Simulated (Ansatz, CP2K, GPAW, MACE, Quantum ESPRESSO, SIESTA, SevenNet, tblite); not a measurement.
# Which run comes nearest? Ta2H10C4Cl8O3 (P2_1/c) (108 atoms)

The cell holds 108 atoms: 8 Ta, 40 H, 16 C, 32 Cl and 12 O. Cell: a = 6.639 Å, b = 26.008 Å, c = 10.653 Å, α = 90.0°, β = 114.3°, γ = 90.0°. It derives from Ta2H10C4Cl8O3 (P2_1/c), repeated 1×1×1. Ta2H10C4Cl8O3, space group P2_1/c, structure from the Crystallography Open Database, 1 x 1 x 1 conventional cells; every coordinate displaced by a Gaussian of 0.02 Å; bonds to H set to neutron lengths (C-H 1.089, N-H 1.015, O-H 0.983, B-H 1.19 Å) where the listed ones are shorter. Then every atom was moved at random, 0.05 Å r.m.s. a Cartesian component (hydrogen 0.6 of that).

Geometry: as built.

The reference, a calculation:

- method: Kohn-Sham DFT, PBE, SSSP efficiency 1.3.0 pseudopotentials, plane waves (Quantum ESPRESSO 7.5); sssp-pbe-1.3.0-efficiency, cutoffs 60/480 Ry, Γ point
- r.m.s. force component: 2.006 eV/Å
- longest force: 11.92 eV/Å
- pressure: 4.304 GPa
- gap (highest filled to lowest empty level): 2.146 eV
- time: 11 min on 4 MPI ranks of Arm Neoverse V1, shared host
- CPU time: 44 min

Runs, in no order:
A. GPAW PBE, LCAO sz(dzp), h 0.18 Å: Kohn-Sham DFT, PBE, PAW, atomic orbitals (sz(dzp))
B. SIESTA PBE, DZP, shift 0.002 Ry, mesh 500 Ry: Kohn-Sham DFT, PBE, PseudoDojo 0.4.1 norm-conserving pseudopotentials (converted to PSML), numerical atomic orbitals (DZP), diagonalisation
C. GPAW PBE, LCAO dzp, h 0.18 Å: Kohn-Sham DFT, PBE, PAW, atomic orbitals (dzp)
D. CP2K PBE, DZVP-UZH, 300/50 Ry, diagonalisation: Kohn-Sham DFT, PBE, GTH-PBE pseudopotentials, Gaussian and plane waves, DZVP-MOLOPT (UZH set), diagonalisation

**Question.** Rank the runs by how far their forces lie from the reference's, least first.

D, C, B, A.

```
                                              run  Δ force, r.m.s. (meV/Å)  share of r.m.s. force (%)  CPU time
D. CP2K PBE, DZVP-UZH, 300/50 Ry, diagonalisation                      151                       7.53    12 min
                  C. GPAW PBE, LCAO dzp, h 0.18 Å                      302                       15.1   2.4 min
  B. SIESTA PBE, DZP, shift 0.002 Ry, mesh 500 Ry                      423                       21.1    13 min
              A. GPAW PBE, LCAO sz(dzp), h 0.18 Å                     1668                       83.2      55 s
```

With short bonds to hydrogen, sets of potentials differ among themselves by several per cent in forces even at converged cutoffs, so the reference isn't exact here either. The published positions, changed by the recipe (random displacements or longer bonds to H), lie far from the minimum at this level of theory. The electronic-structure runs sample only Γ, in a cell whose shortest periodic width is 6 Å.

[Logs are printed without paths, hosts, clocks, repeated set-up lines and the standing remarks that a program may print on its own settings, such as how far it seeks lower states.]

[Hosts, paths, dates, database ids (printed as entryN), source tags and the programs' standing remarks are cut or masked in the printed files.]
